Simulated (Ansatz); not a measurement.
# SrBe (built on the sites of a database entry of SrMg): from the cell to its phonons

Task: relax SrBe (built on the sites of a database entry of SrMg), then find its harmonic phonons.

Method: DFT PBEsol, scalar-relativistic, plane waves, norm-conserving pseudopotentials, in Ansatz 0.2.0.

Most raw output is cut from this account.

The structure was built from a prototype and need not be the compound's stable phase.

## Step 1: The starting structure

Symmetry: Pm-3m, No. 221, cubic system. The conventional cell has a = 3.690 Å, b = 3.690 Å, c = 3.690 Å, α = 90.00°, β = 90.00°, γ = 90.00°. Sr has 8 Be at 3.20 Å nearest. Be has 8 Sr at 3.20 Å nearest. Farther neighbours are not listed.

As a file:

```cif
data_structure
_symmetry_space_group_name_H-M 'Pm-3m'
_symmetry_Int_Tables_number 221
_cell_length_a 3.6896
_cell_length_b 3.6896
_cell_length_c 3.6896
_cell_angle_alpha 90.000
_cell_angle_beta 90.000
_cell_angle_gamma 90.000
_cell_volume 50.23
loop_
_atom_site_label
_atom_site_type_symbol
_atom_site_symmetry_multiplicity
_atom_site_Wyckoff_symbol
_atom_site_fract_x
_atom_site_fract_y
_atom_site_fract_z
_atom_site_occupancy
Sr1 Sr 1 b 0.50000 0.50000 0.50000 1
Be1 Be 1 a 0.00000 0.00000 0.00000 1
```

## Step 2: Bringing the structure to rest

Harmonic phonons are second derivatives at a point where the forces vanish, and they are wanted at zero stress, so atoms and cell are relaxed first.

Input file input.yaml:

```yaml
crystal:
  lattice:
    - [3.68962, 0.0, 0.0]
    - [0.0, 3.68962, 0.0]
    - [0.0, 0.0, 3.68962]
  atoms:
    - { symbol: Sr, position: [0.5, 0.5, 0.5] }
    - { symbol: Be, position: [0.0, 0.0, 0.0] }
kpoints:
  mp_grid: { grid: [10, 10, 10] }
hamiltonian:
  xc: pbesol
  pseudopotentials: { kind: nc }
scf:
  occupations: { method: gaussian, width: 0.1 }
output:
  forces: true
  stress: true
  eigenvalues: true
relax:
  adjacent_minimum: "off"
  f_tol: 0.005
  max_steps: 80
  cell: { stress_tol: 0.05 }
```

The run is started by

```
$ ansatz run input.yaml --threads 4 --pin off --max-ram 7168MiB --backend cpu --events-out ev --progress --plain --runs-dir out
```

Wall time 6.8 s (4 threads of Arm Neoverse V2, shared host); peak memory 0.49 GiB.

Relaxation path:

```tsv
step	energy less that of the first step (eV)	largest force component (eV/Å)	pressure (GPa)	volume (Å³)
1	0.0000	0.0000	0.39	50.23
2	-0.0007	0.0000	-0.07	50.95
3	-0.0007	0.0000	0.00	50.84
4*	-0.0007	0.0000	0.00	50.84
```

Relaxation steps marked * repeat the geometry before them on a plane-wave basis chosen anew for their cell, so energy and pressure can jump there.

Forces are held to the 48 operations that the run works with; a distortion that breaks them can't arise in this run.

```tsv
conventional cell, symmetrised	before	after	change
a (Å)	3.690	3.704	+0.4 %
b (Å)	3.690	3.704	+0.4 %
c (Å)	3.690	3.704	+0.4 %
volume (Å³/atom)	25.11	25.42	+1.2 %
```

Final coordinates:

```
Sr Be
1.0
     3.70446    0.00000    0.00000
     0.00000    3.70446    0.00000
     0.00000    0.00000    3.70446
Sr Be
1 1
Direct
  0.50000 0.50000 0.50000
  0.00000 0.00000 0.00000
```

Numbers from this step:

* pressure: 0.001789 GPa
* volume per atom: 25.42 Å³
* gap on the k-mesh: 0 eV

In this step the volume went from 25.11 to 25.42 Å³/atom.

## Step 3: Relaxing to small forces for the phonons

Phonons need a cell at rest on their own settings, so the relaxation is repeated with tight tolerances on forces and stress, using the mesh and the filling of the phonon run that follows.

input.yaml, the sections that differ from step 2:

```yaml
crystal:
  lattice:
    - [3.7044577973, 0.0, 0.0]
    - [0.0, 3.7044577973, 0.0]
    - [0.0, 0.0, 3.7044577973]
  atoms:
    - { symbol: Sr, position: [0.5, 0.5, 0.5] }
    - { symbol: Be, position: [0.0, 0.0, 0.0] }
kpoints:
  mp_grid: { grid: [12, 12, 12] }
scf:
  occupations: { method: methfessel_paxton, width: 0.15 }
relax:
  adjacent_minimum: "off"
  f_tol: 0.001
  max_steps: 60
  cell: { stress_tol: 0.01 }
# hamiltonian, output: as in step 2
```

Wall time 10 s (4 threads); peak memory 0.55 GiB.

Step by step:

```tsv
step	energy less that of the first step (eV)	largest force component (eV/Å)	pressure (GPa)	volume (Å³)
1	0.0000	0.0000	-0.14	50.84
2	-0.0001	0.0000	0.02	50.57
3	-0.0001	0.0000	0.00	50.61
4*	-0.0001	0.0000	0.00	50.61
```

Relaxation steps marked * repeat the geometry before them on a plane-wave basis chosen anew for their cell, so energy and pressure can jump there.

The run keeps the 48 symmetry operations that it works with, so distortions that break them were not tested.

```tsv
conventional cell, symmetrised	before	after	change
a (Å)	3.704	3.699	-0.1 %
b (Å)	3.704	3.699	-0.1 %
c (Å)	3.704	3.699	-0.1 %
volume (Å³/atom)	25.42	25.30	-0.4 %
```

The relaxed structure:

```xyz
2
Lattice="3.6989 0.0000 0.0000 0.0000 3.6989 0.0000 0.0000 0.0000 3.6989" Properties=species:S:1:pos:R:3 pbc="T T T"
Sr    1.8495    1.8495    1.8495
Be    0.0000    0.0000    0.0000
```

Numbers from this step:

```yaml
pressure: -0.001140 GPa
volume_per_atom: 25.30 Å³
```

The forces vanish by symmetry and the pressure is -0.001 GPa, within the tolerances set. The cell now holds 25.30 Å³/atom.

## Step 4: Linear response at the zone centre

The zone centre comes first: it holds the modes that light can see, as far as symmetry allows. No field response is asked, since the mesh shows no gap.

input.yaml, the sections that differ from step 3:

```yaml
crystal:
  lattice:
    - [3.6989351548, 0.0, 0.0]
    - [0.0, 3.6989351548, 0.0]
    - [0.0, 0.0, 3.6989351548]
  atoms:
    - { symbol: Sr, position: [0.5, 0.5, 0.5] }
    - { symbol: Be, position: [0.0, 0.0, 0.0] }
output:
  eigenvalues: true
phonons:
  method: dfpt
# kpoints, hamiltonian, scf: as in step 3
# relax: removed
```

It took 23 s on 4 threads; peak memory 1.4 GiB; 89 s of CPU time.

This step gave:

```
sum-rule residual before enforcement                    : 2.43e-4 eV/Å²
point group                                             : m-3m
highest optical mode at the zone centre (no LO-TO term) : 294.6 cm⁻¹
lowest optical zone-centre mode                         : 294.6 cm⁻¹
```

Patterns of degenerate modes are one choice out of their space. The modes at Γ (shares of kinetic energy by element, %):

```tsv
mode	frequency (cm⁻¹)	symmetry	Sr %	Be %
1	0.0	acoustic	91	9
2	0.0	acoustic	91	9
3	0.0	acoustic	91	9
4	294.6	T1u	9	91
5	294.6	T1u	9	91
6	294.6	T1u	9	91
```

Displacements in mode 4 (294.6 cm⁻¹), the largest set to 1:
```
Sr1  0.00  0.01 -0.10
Be2  0.00 -0.13  1.00
```

Before it was imposed, the acoustic sum rule was missed by 2.4e-4 eV/Å². Small misses are needed for a sound result but don't prove that mesh and cutoff are converged. The lowest optical mode is real, 295 cm⁻¹.

## Step 5: Phonons on a q mesh

Stability and thermal properties need the whole zone. Linear response on a 4×4×4 q mesh gives force constants as far as a supercell of that size would.

input.yaml: that of step 4 with these lines changed.

```diff
@@ -19 +19,8 @@
   method: dfpt
+  qmesh: [4, 4, 4]
+  temperatures: { t_max: 1000, t_step: 50 }
+  qpath:
+    path:
+      - [[0.0, 0.0, 0.0], [0.0, 0.5, 0.0], [0.5, 0.5, 0.0], [0.0, 0.0, 0.0], [0.5, 0.5, 0.5], [0.0, 0.5, 0.0]]
+      - [[0.5, 0.5, 0.5], [0.5, 0.5, 0.0]]
+    npoints: 10
```

Run time: 7.6 min. Hardware: 4 threads; peak memory 4.3 GiB; 30 min of CPU time.

This step gave:

* sum-rule residual before enforcement: 2.28e-4 eV/Å²
* lowest frequency on the path: 0 cm⁻¹
* highest frequency on the path or at a solved wavevector: 308.6 cm⁻¹
* mean frequency: 165.4 cm⁻¹
* Debye temperature (second moment): 346 K
* logarithmic mean frequency: 142.2 cm⁻¹
* lowest mode on the q mesh (acoustic modes at Γ apart): 32.88 cm⁻¹
* zero-point energy per atom: 30.75 meV
* heat capacity at 300 K: 23.40 J/(mol atoms K)
* vibrational entropy at 300 K: 35.30 J/(mol atoms K)

Frequencies (cm⁻¹) solved at each irreducible wavevector; negative means imaginary. Frequencies by wavevector, by row:

```tsv
q in reciprocal lattice units	star	mode 1	mode 2	mode 3	mode 4	mode 5	mode 6
0 0 0	1	0	0	0	294.6	294.6	294.6
0 0 0.25	6	64.4	64.4	88.1	258.6	296	296
0 0 -0.5	3	91.8	91.8	128.5	167.4	296.7	296.7
0 0.25 0.25	12	61.9	77.4	112.8	251	252.5	300.2
0 0.25 -0.5	12	63.4	85.6	112.1	183.3	243.7	304.2
0 -0.5 -0.5	3	32.9	32.9	80.8	171	171	308.6
0.25 0.25 0.25	8	93.3	93.3	103.3	252.1	252.1	252.1
0.25 0.25 -0.5	12	60	115.7	115.7	174.4	243.9	254.2
0.25 -0.5 -0.5	6	76	76	108.2	161.2	161.2	252.6
-0.5 -0.5 -0.5	1	128	128	128	134.8	134.8	134.8
```

Interpolated from a 4×4×4 q mesh. Phonon branches along the path, in cm⁻¹:

```tsv
point	branch 1	branch 2	branch 3	branch 4	branch 5	branch 6
Γ	0	0	0	295	295	295
halfway	64	64	88	259	296	296
X	92	92	128	167	297	297
halfway	63	86	112	183	244	304
M	33	33	81	171	171	309
halfway	62	77	113	251	252	300
Γ	0	0	0	295	295	295
halfway	93	93	103	252	252	252
R	128	128	128	135	135	135
halfway	60	116	116	174	244	254
X	92	92	128	167	297	297
jump to R	128	128	128	135	135	135
halfway	76	76	108	161	161	253
M	33	33	81	171	171	309
```

Tetrahedra on a 20×20×20 mesh, mean over bins of 5 cm-1. Interpolated from a 4×4×4 q mesh. Phonon density of states against wavenumber; read off at these points:

```tsv
wavenumber (cm⁻¹)	phonon density of states (1/cm⁻¹/cell)
2	1.0e-5
12	1.3e-4
18	4.5e-4
28	0.00123
38	0.00338
42	0.00554
52	0.0133
62	0.0387
68	0.0539
78	0.0315
82	0.0462
88	0.0477
92	0.0409
102	0.0317
108	0.0411
112	0.0679
118	0.0442
128	0.00626
132	0.00116
142	9.8e-4
152	0.00333
158	0.00515
168	0.0114
178	0.0219
182	0.0294
192	0.0180
202	0.0152
208	0.0148
218	0.0132
228	0.0147
232	0.0142
242	0.0136
248	0.0144
258	0.0158
268	0.0189
272	0.0206
282	0.0270
292	0.0509
298	0.0522
308	0.00795
```

The partial phonon density of states has structure finer than the step of the table below, so its rows give means over 10 cm⁻¹, whole bins alone (the curve runs from -10 to 328 cm⁻¹). Peaks (cm⁻¹: height): Be 66.5: 0.00867, 183.3: 0.0236, 208.8: 0.0217, 242.8: 0.0308, 270.4: 0.0363, 293.8: 0.0563; Sr 66.5: 0.0410, 83.5: 0.0445, 113.2: 0.0624, 183.3: 0.00816.

Phonopy on the run's constants, 15x15x15 mesh, Gaussian sigma 2.4 cm-1. Interpolated from a 4×4×4 q mesh. Table of partial phonon density of states by wavenumber; means over each step; values in 1/cm⁻¹/cell:

```tsv
wavenumber (cm⁻¹)	Be	Sr
0	6.4e-6	7.5e-5
10	1.6e-6	2.7e-5
20	7.4e-5	7.3e-4
30	1.5e-4	0.00120
40	0.00110	0.00433
50	0.00301	0.00978
60	0.00622	0.0259
70	0.00687	0.0347
80	0.00427	0.0359
90	0.00327	0.0390
100	0.00339	0.0311
110	0.00311	0.0472
120	0.00151	0.0318
130	3.4e-4	0.00484
140	3.6e-4	4.7e-4
150	0.00149	0.00137
160	0.00382	0.00261
170	0.0111	0.00550
180	0.0191	0.00705
190	0.0125	0.00382
200	0.0120	0.00192
210	0.0176	0.00226
220	0.0128	0.00160
230	0.00344	3.3e-4
240	0.0217	0.00131
250	0.0144	9.5e-4
260	0.00770	3.4e-4
270	0.0285	0.00113
280	0.0174	6.3e-4
290	0.0412	0.00135
300	0.0358	6.6e-4
310	0.00561	8.1e-6
320	4.2e-6	0
```

Second derivatives of the energy by pair, one row for each kind of neighbour of each atom listed. Each entry sums the pair over the periodic images of the supercell that the q mesh stands for, and in a polar crystal it holds the long-range dipole part too. Force constants by pair, by row:

```tsv
atom	neighbour	distance (Å)	third of the trace (eV/Å²)	along the pair's line (eV/Å²)
Sr1	itself	0	3.898	–
Sr1	Be	3.203	-0.3061	-0.7394
Sr1	Sr	3.699	-0.2102	-0.6673
Sr1	Sr	5.231	0.0274	0.0688
Sr1	Be	6.134	-0.0099	-0.0355
Sr1	Sr	6.407	-0.0381	-0.1058
Sr1	Sr	7.398	-0.0163	-0.0428
Be2	itself	0	1.895	–
Be2	Sr	3.203	-0.3061	-0.7394
Be2	Be	3.699	0.1816	0.5573
Be2	Be	5.231	-0.0165	-0.0384
Be2	Sr	6.134	-0.0099	-0.0355
Be2	Be	6.407	-0.0079	-0.0395
Be2	Be	7.398	-0.0417	-0.0945
```

Harmonic thermodynamic functions per atom, from the density of states. Interpolated from a 4×4×4 q mesh. Thermodynamic functions, by row:

```tsv
T (K)	F_vib (meV/atom)	S (J/mol-atom/K)	C_V (J/mol-atom/K)
0	30.75	0	0
50	30.05	4.46	8.344
100	25.55	12.84	15.94
200	4.92	26.11	21.73
300	-27.17	35.3	23.4
400	-67.45	42.13	24.05
500	-114	47.53	24.36
600	-165.7	51.99	24.54
700	-221.6	55.78	24.64
800	-281.1	59.08	24.71
900	-343.9	61.99	24.76
1000	-409.5	64.6	24.79
```

Harmonic mean-square displacement, third of the trace. Interpolated from a 4×4×4 q mesh. Mean square displacements, by row:

```tsv
T (K)	Sr1 U_eq (Å²)	Be2 U_eq (Å²)
0	0.00218	0.00985
100	0.00441	0.01416
300	0.01206	0.03249
600	0.02388	0.0628
```

Symmetry leaves 10 wavevectors to solve. The lowest mode among them, the acoustic zeros apart, lies at q = (0, -0.5, -0.5) and is real, 32.9 cm⁻¹.

## Step 6: Another isotope

An isotope changes the mass and not the force constants, so no new electronic calculation is needed; the shifts show which modes move this element.

The same force constants with the mass of Sr changed from 87.620 to 85.909 u (phonopy, no LO-TO term). Both lists are sorted by frequency; levels can cross, so a row need not hold one and the same mode. Modes under 3 cm⁻¹ are left out. Isotope shifts, by row:

```tsv
q	rank	natural mass (cm⁻¹)	changed mass (cm⁻¹)
0 0 0	4	294.6	294.9
0 0 0	5	294.6	294.9
0 0 0	6	294.6	294.9
0 0 0.25	1	64.41	65.02
0 0 0.25	2	64.41	65.02
0 0 0.25	3	88.14	88.94
0 0 0.25	4	258.6	258.8
0 0 0.25	5	296	296.2
0 0 0.25	6	296	296.2
0 0 -0.5	1	91.78	92.69
0 0 -0.5	2	91.78	92.69
0 0 -0.5	3	128.5	129.8
0 0 -0.5	4	167.4	167.4
0 0 -0.5	5	296.7	296.7
0 0 -0.5	6	296.7	296.7
0 0.25 0.25	1	61.9	62.43
0 0.25 0.25	2	77.38	78.13
0 0.25 0.25	3	112.8	114
0 0.25 0.25	4	251	251
0 0.25 0.25	5	252.5	252.9
0 0.25 0.25	6	300.2	300.3
```

A mode of this element alone would shift by +0.99 %. The highest zone-centre frequency without the field goes from 294.6 to 294.9 cm⁻¹ (+0.1 %). The product of the frequency ratios over all optical modes at Γ is 1.003; the product rule, (m/m′)^(3k/2) (M′/M)^(3/2) with k = 1 such atoms and M the mass of the cell, gives 1.003.

## Step 7: What came out

* space group after relaxation (within 0.01 Å): Pm-3m
* volume per atom: 25.3 Å³
* electronic character: no gap on this mesh
* highest optical mode at the zone centre (no LO-TO term): 295 cm⁻¹
* lowest optical zone-centre mode: 295 cm⁻¹
* lowest mode on the q mesh (acoustic modes at Γ apart): 32.9 cm⁻¹
* highest frequency on the path or at a solved wavevector: 309 cm⁻¹
* zero-point energy per atom: 30.8 meV
* heat capacity at 300 K: 23.4 J/(mol atoms K)
* vibrational entropy at 300 K: 35.3 J/(mol atoms K)
* Debye temperature (second moment): 346 K
* imaginary modes on the 4×4×4 q mesh: none

In words: The structure is a minimum as far as tested: no mode is imaginary at the 10 irreducible wavevectors of the 4×4×4 mesh, and the softest away from the acoustic zeros lies at 33 cm⁻¹. The optical modes at Γ form one degenerate level at 295 cm⁻¹. The highest mode in this list at Γ, 294.6 cm⁻¹, is mostly motion of Be (91 % of the kinetic energy). With no gap, or one that is small against the smearing, the frequencies hang on the k mesh and the smearing, most of all near Kohn anomalies. The starting cell was built on a prototype and not taken from a measurement, so the phase need not exist. These are harmonic frequencies at zero temperature: anharmonic shifts, linewidths and thermal expansion are left out.

[Logs are printed without paths, hosts, clocks, repeated set-up lines and the standing remarks that a program may print on its own settings, such as how far it seeks lower states.]

[Hosts, paths, dates, database ids (printed as entryN), source tags and the programs' standing remarks are cut or masked in the printed files.]
